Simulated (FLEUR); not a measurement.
# MnAu2: energy against a fixed spin moment, part 2 of 2

Wanted: E(M) for MnAu2, with its minima.

FLEUR MaX-R8.1; LDA (VWN); all-electron FLAPW, Dirac cores, scalar-relativistic bands.

So far, magnetization (μB): step 2 (unconstrained state) 3.97; step 4 (with continued, fixed moment 3.572 μB a cell) 3.57.

The database entry behind the starting cell differs from later determinations by our own check (an axis about 1.9 % short against later determinations), so it need not match the best structure at ambient conditions.

## 5. Moment fixed at 4.464 μB

The input, inp.xml:

```
<?xml version="1.0" encoding="UTF-8" standalone="no"?>
<fleurInput fleurInputVersion="0.39">
   <comment>
      MnAu2
   </comment>
   <calculationSetup>
      <cutoffs Kmax="3.6" Gmax="10.8" GmaxXC="10.8" numbands="0"/>
      <scfLoop itmax="90" minDistance="0.00002" maxIterBroyd="15" imix="Anderson" alpha="0.05" precondParam="0.0" spinf="2.0" sdNocoIR="T"/>
      <coreElectrons ctail="T" frcor="F" kcrel="0" coretail_lmax="0"/>
      <xcFunctional name="vwn" relativisticCorrections="F"/>
      <magnetism jspins="2" fixed_moment="4.464"/>
      <soc l_soc="F" theta="0.0" phi="0.0" spav="F"/>
      <expertModes spex="0" secvar="F"/>
      <geometryOptimization l_f="F" forcealpha="1.0" forcemix="BFGS" epsdisp="0.00001" epsforce="0.00001"/>
      <ldaU l_linMix="F" mixParam="0.05" spinf="1.0"/>
   </calculationSetup>
   <cell>
      <bzIntegration valenceElectrons="49.0" mode="hist" fermiSmearingEnergy="0.00293995">
         <kPointListSelection listName="default-1"/>
         <xi:include xmlns:xi="http://www.w3.org/2001/XInclude" href="kpts.xml"> </xi:include>
      </bzIntegration>
      <xi:include xmlns:xi="http://www.w3.org/2001/XInclude" href="sym.xml"> </xi:include>
      <bulkLattice scale="1.0">
         <bravaisMatrix>
            <row-1>   -3.1775744785148996     3.1775744785148996     8.1182634312815996</row-1>
            <row-2>    3.1775744785148996    -3.1775744785148996     8.1182634312815996</row-2>
            <row-3>    3.1775744785148996     3.1775744785148996    -8.1182634312815996</row-3>
         </bravaisMatrix>
      </bulkLattice>
   </cell>
   <atomSpecies>
      <species name="Manganese 3.501" element="Mn" atomicNumber="25">
         <mtSphere radius="2.61" gridPoints="863" logIncrement="0.014"/>
         <atomicCutoffs lmax="10" lnonsphr="8"/>
         <electronConfig flipSpins="F">
            <coreConfig>(1s1/2) (2s1/2) (2p1/2) (2p3/2)</coreConfig>
            <valenceConfig>(3s1/2) (3p1/2) (3p3/2) (4s1/2) (3d3/2) (3d5/2)</valenceConfig>
            <stateOccupation state="(3d3/2)" spinUp="1.2505" spinDown="0.7495"/>
            <stateOccupation state="(3d5/2)" spinUp="3.0" spinDown="0.0"/>
         </electronConfig>
         <energyParameters s="4" p="4" d="3" f="4"/>
         <lo type="SCLO" l="0" n="3" eDeriv="0"/>
         <lo type="SCLO" l="1" n="3" eDeriv="0"/>
      </species>
      <species name="Gold (Au)" element="Au" atomicNumber="79">
         <mtSphere radius="2.37" gridPoints="783" logIncrement="0.017"/>
         <atomicCutoffs lmax="8" lnonsphr="6"/>
         <electronConfig flipSpins="F">
            <coreConfig>(1s1/2) (2s1/2) (2p1/2) (2p3/2) (3s1/2) (3p1/2) (3p3/2) (4s1/2) (3d3/2) (3d5/2) (4p1/2) (4p3/2) (5s1/2) (4d3/2) (4d5/2) (4f5/2) (4f7/2)</coreConfig>
            <valenceConfig>(5p1/2) (5p3/2) (6s1/2) (5d3/2) (5d5/2)</valenceConfig>
            <stateOccupation state="(6s1/2)" spinUp="0.500000" spinDown="0.500000"/>
         </electronConfig>
         <energyParameters s="6" p="6" d="5" f="5"/>
         <lo type="SCLO" l="1" n="5" eDeriv="0"/>
      </species>
   </atomSpecies>
   <atomGroups>
      <atomGroup species="Manganese 3.501">
         <relPos label="                   1">.0000000000 .0000000000 .0000000000</relPos>
         <force calculate="T" relaxXYZ="TTT"/>
      </atomGroup>
      <atomGroup species="Gold (Au)">
         <relPos label="                   2">7.000/20.000 7.000/20.000 .0000000000</relPos>
         <relPos label="                   3">-7.000/20.000 -7.000/20.000 .0000000000</relPos>
         <force calculate="T" relaxXYZ="TTT"/>
      </atomGroup>
   </atomGroups>
   <output dos="F" band="F" slice="F">
      <bandDOS minEnergy="-.5*Htr" maxEnergy="0.5*Htr" sigma="0.015" storeEVData="T"/>
      <plotting iplot="0" polar="F">
         <plot TwoD="T" vec1="  1.0  0.0  0.0" vec2="  0.0  1.0  0.0" vec3="  0.0  0.0  1.0" zero="  0.0  0.0  0.0" file="plot"/>
      </plotting>
      <moessbauerParams electricFieldGradient="F" isomerShift="F" coreHyperfine="F" valenceHyperfine="F"/>
   </output>
</fleurInput>
```

Command:

```sh
$ OMP_NUM_THREADS=1 mpirun -n 4 fleur_MPI > fleur.log
```

Output:

```text
[banner, memory and clock lines left out]
Welcome to FLEUR        (www.flapw.de)
      MaX-Release 8.1          (www.max-centre.eu)

 ========== k-point set info ==========
 Selected k-point list: default-1
 k-point list type: mesh
 0 x 0 x 0
 Number of k points: 164

 [... set-up left out ...]
 Iteration:     1   Distance:       2.90661469 me/bohr^3
 Iteration:     2   Distance:       2.77070692 me/bohr^3
 Iteration:     3   Distance:       0.82195591 me/bohr^3
 Iteration:     4   Distance:       0.20689528 me/bohr^3
 Iteration:     5   Distance:       0.15242556 me/bohr^3
[...]
<sumOfEigenvalues value="   -24077.0011771068">
               <coreElectrons value="-24050.1906062820"/>
               <valenceElectrons value="-26.8105708248"/>
            </sumOfEigenvalues>
         [... left out ...]
            <freeEnergy value="-39231.4192343847"/>
            <extrapolationTo0K value="-39231.4188133500"/>
         </totalEnergy>
         <densityConvergence units="me/bohr^3">
            <chargeDensity spin="1" distance="0.0000036067"/>
            <chargeDensity spin="2" distance="0.0000048118"/>
            <overallChargeDensity distance="0.0000044678"/>
            <spinDensity distance="0.0000072361"/>
         </densityConvergence>
      </iteration>
```

The job ended after 54 s (4 MPI ranks of Arm Neoverse V1, shared host; peak memory 0.27 GiB).

Read from the output:

| Item | Value |
| --- | --- |
| magnetization | 4.464 μB |

Its energy lies +118.2 meV a cell from the free run's.

## 6. Moment fixed at 2.679 μB

inp.xml: that of step 5 with these lines changed.

```diff
@@ -10,3 +10,3 @@
       <xcFunctional name="vwn" relativisticCorrections="F"/>
-      <magnetism jspins="2" fixed_moment="4.464"/>
+      <magnetism jspins="2" fixed_moment="2.679"/>
       <soc l_soc="F" theta="0.0" phi="0.0" spav="F"/>
```

Output:

```text
[banner, memory and clock lines left out]
Welcome to FLEUR        (www.flapw.de)
      MaX-Release 8.1          (www.max-centre.eu)

 ========== k-point set info ==========
 Selected k-point list: default-1
 k-point list type: mesh
 0 x 0 x 0
 Number of k points: 164

 [... set-up left out ...]
 Iteration:     1   Distance:      11.38886753 me/bohr^3
 Iteration:     2   Distance:      11.02091679 me/bohr^3
 Iteration:     3   Distance:       8.17172783 me/bohr^3
 Iteration:     4   Distance:       1.19993343 me/bohr^3
 Iteration:     5   Distance:       1.15084331 me/bohr^3
[...]
<sumOfEigenvalues value="   -24078.0468383341">
               <coreElectrons value="-24051.1706292177"/>
               <valenceElectrons value="-26.8762091164"/>
            </sumOfEigenvalues>
         [... left out ...]
            <freeEnergy value="-39231.4036481162"/>
            <extrapolationTo0K value="-39231.4021899907"/>
         </totalEnergy>
         <densityConvergence units="me/bohr^3">
            <chargeDensity spin="1" distance="0.0000062673"/>
            <chargeDensity spin="2" distance="0.0000095640"/>
            <overallChargeDensity distance="0.0000079161"/>
            <spinDensity distance="0.0000141009"/>
         </densityConvergence>
      </iteration>
```

The job ended after 82 s (4 MPI ranks; peak memory 0.27 GiB; 5.5 min of CPU time).

This step gave:

| Property | Result |
| --- | --- |
| magnetization | 2.679 μB |

Its energy lies +542.4 meV a cell from the free run's.

## 7. Another try

A slip in the input shows what the program catches and what it lets pass.

The input, inp.xml:

```
<?xml version="1.0" encoding="UTF-8" standalone="no"?>
<fleurInput fleurInputVersion="0.39">
   <comment>
      MnAu2
   </comment>
   <calculationSetup>
      <cutoffs Kmax="3.6" Gmax="5.0" GmaxXC="5.0" numbands="0"/>
      <scfLoop itmax="60" minDistance="0.00002" maxIterBroyd="15" imix="Anderson" alpha="0.05" precondParam="0.0" spinf="2.0" sdNocoIR="T"/>
      <coreElectrons ctail="T" frcor="F" kcrel="0" coretail_lmax="0"/>
      <xcFunctional name="vwn" relativisticCorrections="F"/>
      <magnetism jspins="2"/>
      <soc l_soc="F" theta="0.0" phi="0.0" spav="F"/>
      <expertModes spex="0" secvar="F"/>
      <geometryOptimization l_f="F" forcealpha="1.0" forcemix="BFGS" epsdisp="0.00001" epsforce="0.00001"/>
      <ldaU l_linMix="F" mixParam="0.05" spinf="1.0"/>
   </calculationSetup>
   <cell>
      <bzIntegration valenceElectrons="49.0" mode="hist" fermiSmearingEnergy="0.00293995">
         <kPointListSelection listName="default-1"/>
         <xi:include xmlns:xi="http://www.w3.org/2001/XInclude" href="kpts.xml"> </xi:include>
      </bzIntegration>
      <xi:include xmlns:xi="http://www.w3.org/2001/XInclude" href="sym.xml"> </xi:include>
      <bulkLattice scale="1.0">
         <bravaisMatrix>
            <row-1>   -3.1775744785148996     3.1775744785148996     8.1182634312815996</row-1>
            <row-2>    3.1775744785148996    -3.1775744785148996     8.1182634312815996</row-2>
            <row-3>    3.1775744785148996     3.1775744785148996    -8.1182634312815996</row-3>
         </bravaisMatrix>
      </bulkLattice>
   </cell>
   <atomSpecies>
      <species name="Manganese 3.501" element="Mn" atomicNumber="25">
         <mtSphere radius="2.61" gridPoints="863" logIncrement="0.014"/>
         <atomicCutoffs lmax="10" lnonsphr="8"/>
         <electronConfig flipSpins="F">
            <coreConfig>(1s1/2) (2s1/2) (2p1/2) (2p3/2)</coreConfig>
            <valenceConfig>(3s1/2) (3p1/2) (3p3/2) (4s1/2) (3d3/2) (3d5/2)</valenceConfig>
            <stateOccupation state="(3d3/2)" spinUp="1.2505" spinDown="0.7495"/>
            <stateOccupation state="(3d5/2)" spinUp="3.0" spinDown="0.0"/>
         </electronConfig>
         <energyParameters s="4" p="4" d="3" f="4"/>
         <lo type="SCLO" l="0" n="3" eDeriv="0"/>
         <lo type="SCLO" l="1" n="3" eDeriv="0"/>
      </species>
      <species name="Gold (Au)" element="Au" atomicNumber="79">
         <mtSphere radius="2.37" gridPoints="783" logIncrement="0.017"/>
         <atomicCutoffs lmax="8" lnonsphr="6"/>
         <electronConfig flipSpins="F">
            <coreConfig>(1s1/2) (2s1/2) (2p1/2) (2p3/2) (3s1/2) (3p1/2) (3p3/2) (4s1/2) (3d3/2) (3d5/2) (4p1/2) (4p3/2) (5s1/2) (4d3/2) (4d5/2) (4f5/2) (4f7/2)</coreConfig>
            <valenceConfig>(5p1/2) (5p3/2) (6s1/2) (5d3/2) (5d5/2)</valenceConfig>
            <stateOccupation state="(6s1/2)" spinUp="0.500000" spinDown="0.500000"/>
         </electronConfig>
         <energyParameters s="6" p="6" d="5" f="5"/>
         <lo type="SCLO" l="1" n="5" eDeriv="0"/>
      </species>
   </atomSpecies>
   <atomGroups>
      <atomGroup species="Manganese 3.501">
         <relPos label="                   1">.0000000000 .0000000000 .0000000000</relPos>
         <force calculate="T" relaxXYZ="TTT"/>
      </atomGroup>
      <atomGroup species="Gold (Au)">
         <relPos label="                   2">7.000/20.000 7.000/20.000 .0000000000</relPos>
         <relPos label="                   3">-7.000/20.000 -7.000/20.000 .0000000000</relPos>
         <force calculate="T" relaxXYZ="TTT"/>
      </atomGroup>
   </atomGroups>
   <output dos="F" band="F" slice="F">
      <bandDOS minEnergy="-.5*Htr" maxEnergy="0.5*Htr" sigma="0.015" storeEVData="T"/>
      <plotting iplot="0" polar="F">
         <plot TwoD="T" vec1="  1.0  0.0  0.0" vec2="  0.0  1.0  0.0" vec3="  0.0  0.0  1.0" zero="  0.0  0.0  0.0" file="plot"/>
      </plotting>
      <moessbauerParams electricFieldGradient="F" isomerShift="F" coreHyperfine="F" valenceHyperfine="F"/>
   </output>
</fleurInput>
```

The input, crystal.txt:

```
MnAu2
&input film=F cartesian=F /
-1.68150000000  1.68150000000  4.29600000000
1.68150000000  -1.68150000000  4.29600000000
1.68150000000  1.68150000000  -4.29600000000
1.8897261246
1.0 1.0 1.0

3
25 0.00000000000  0.00000000000  0.00000000000 : 3.501
79 0.35000000000  0.35000000000  0.00000000000
79 0.65000000000  0.65000000000  0.00000000000

&kpt div1=12 div2=12 div3=12 gamma=T /
```

Command:

```sh
$ OMP_NUM_THREADS=1 inpgen -f crystal.txt > inpgen.log  # inp.xml is then edited as shown
$ OMP_NUM_THREADS=1 mpirun -n 4 fleur_MPI > fleur.log
```

Output:

```text
[banner, memory and clock lines left out]
Welcome to FLEUR        (www.flapw.de)
      MaX-Release 8.1          (www.max-centre.eu)

 ========== k-point set info ==========
 Selected k-point list: default-1
 k-point list type: mesh
 0 x 0 x 0
 Number of k points: 164

 ------------Calculation Setup---------------------------
 Number of PE/node        :            4
 Number of OMP-threads    :            1
 k-points in parallel     :            4
 pe's per k-point         :            1
 No of k-point loops      :           41
 Eigenvalue solver        :       lapack
 Number of basis functions:          295
 Approximate size of matrices (H+S) per k-point:         0.001 GB
 Error for k-point            2
 Error for k-point            4
 Error for k-point            1
 Error for k-point            3
**************FLEUR-Error*****************
Error message: Diagonalization via LAPACK failed(zhegvx/dsygvx)
Error number: 430
Error from PE:0/4
Other PEs with error messages:
     1-Diagonalization via LAPACK failed(zhegvx/dsygvx)
     2-Diagonalization via LAPACK failed(zhegvx/dsygvx)
     3-Diagonalization via LAPACK failed(zhegvx/dsygvx)
*****************************************

Memory (rank 0): 0.052 GB (peak 0.052 GB)
```

It took 3 s on 4 MPI ranks; peak memory 0.19 GiB.

The input passed the program's checks, and the first cycle failed.

The program's message: “Diagonalization via LAPACK failed(zhegvx/dsygvx)”

The fault in the input: a density cutoff under twice Kmax.

The density holds products of basis functions, so Gmax must be at least twice Kmax; three times is usual.

## 8. E(M)

The other moments were run in the same way.

Energy over the lowest against total spin moment:

| total spin moment (μB a cell) | energy over the lowest (meV a cell) |
| --- | --- |
| 0.00 | 1523 |
| 0.89 | 1400 |
| 1.79 | 1055 |
| 2.68 | 542 |
| 3.57 | 62.9 |
| 3.97 | 0 |
| 4.46 | 118 |
| 5.36 | 861 |

Moment, largest sphere moment against total spin moment:

| total spin moment (μB a cell) | moment, largest sphere moment (μB) |
| --- | --- |
| 0.00 | 0 |
| 0.89 | 1.01 |
| 1.79 | 1.98 |
| 2.68 | 2.87 |
| 3.57 | 3.59 |
| 3.97 | 3.81 |
| 4.46 | 4.03 |
| 5.36 | 4.38 |

## 9. Summary of results

```
moment of the free run     : 3.97 μB a cell
moment of the lowest point : 3.97 μB a cell
energy of the spinless run : 1523 meV a cell over the lowest
```

The lowest point lies 1523 meV a cell under the spinless run, in free energy at a smearing of 0.08 eV. The point at zero is the spinless run. Opposed orders, which also have no total moment, were not run.

[Logs and program files are shortened in this print: banners, set-up blocks, solver, clock and traceback lines can be left out without a mark of their own.]

[Logs are printed without paths, hosts, clocks, repeated set-up lines and the standing remarks that a program may print on its own settings, such as how far it seeks lower states.]

[Hosts, paths, dates, database ids (printed as entryN), source tags and the programs' standing remarks are cut or masked in the printed files.]

[Where a cell is said to come from a database of computed structures, the database is the Materials Project.]
